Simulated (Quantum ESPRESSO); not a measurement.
## CrClO: which magnetic order is lowest

Symmetry: Pmmn, No. 59, orthorhombic system. Conventional cell: a = 3.190 Å, b = 3.867 Å, c = 7.952 Å, α = 90.00°, β = 90.00°, γ = 90.00°. Nearest to Cr lie 4 O at 1.98 to 2.03 Å and 2 Cl at 2.32 Å. Nearest to Cl lie 2 Cr at 2.32 Å. Nearest to O lie 4 Cr at 1.98 to 2.03 Å. Farther neighbours and most contacts between anions are not listed.

```
CELL_PARAMETERS angstrom
3.19008 0.00000 0.00000
0.00000 3.86656 0.00000
0.00000 0.00000 7.95246
ATOMIC_POSITIONS crystal
Cr 0.00000 0.00000 0.10604
Cr 0.50000 0.50000 0.89396
Cl 0.00000 0.50000 0.68142
Cl 0.50000 0.00000 0.31858
O 0.50000 0.00000 0.94782
O 0.00000 0.50000 0.05218
```

```yaml
method: LDA with U = 3.5 eV on Cr d (ortho-atomic projectors); plane waves with GBRV 1.5 LDA potentials, no spin-orbit coupling (and 1 further level or step)
program: Quantum ESPRESSO 7.5
settings_of_one_run: GBRV 1.5 LDA, cutoff 544.23 eV, 6×6×6 k-mesh, 40 bands, fermi-dirac occupations, smearing width 0.05 eV, collinear spin, SCF threshold 1.20e-8, Hubbard form dudarev, Hubbard projectors ortho-atomic, mesh matched on, starting moments 3 3 0 0 0 0 μB
cost: 2 runs, 1.7 min in all on 4 MPI ranks of Intel Xeon Platinum 8375C at 2.90GHz (Ice Lake), shared host (the runs of this entry)
notes: The run is spin-polarised, with a total moment of 6.00 μB a cell (absolute 6.46).
lowest_state_found: ferromagnetic (from ferro ++)
largest_site_moment: 2.51 μB
next_state_with_moments: antiferromagnetic, 20.7 meV a seeded atom higher
```

Only these 2 starts were compared; other wavevectors, canted and longer-period orders were not.

[Logs and program files are shortened in this print: banners, set-up blocks, solver, clock and traceback lines can be left out without a mark of their own.]

[Logs are printed without paths, hosts, clocks, repeated set-up lines and the standing remarks that a program may print on its own settings, such as how far it seeks lower states.]

[Hosts, paths, dates, database ids (printed as entryN), source tags and the programs' standing remarks are cut or masked in the printed files.]

[Where a cell is said to come from a database of computed structures, the database is the Materials Project.]
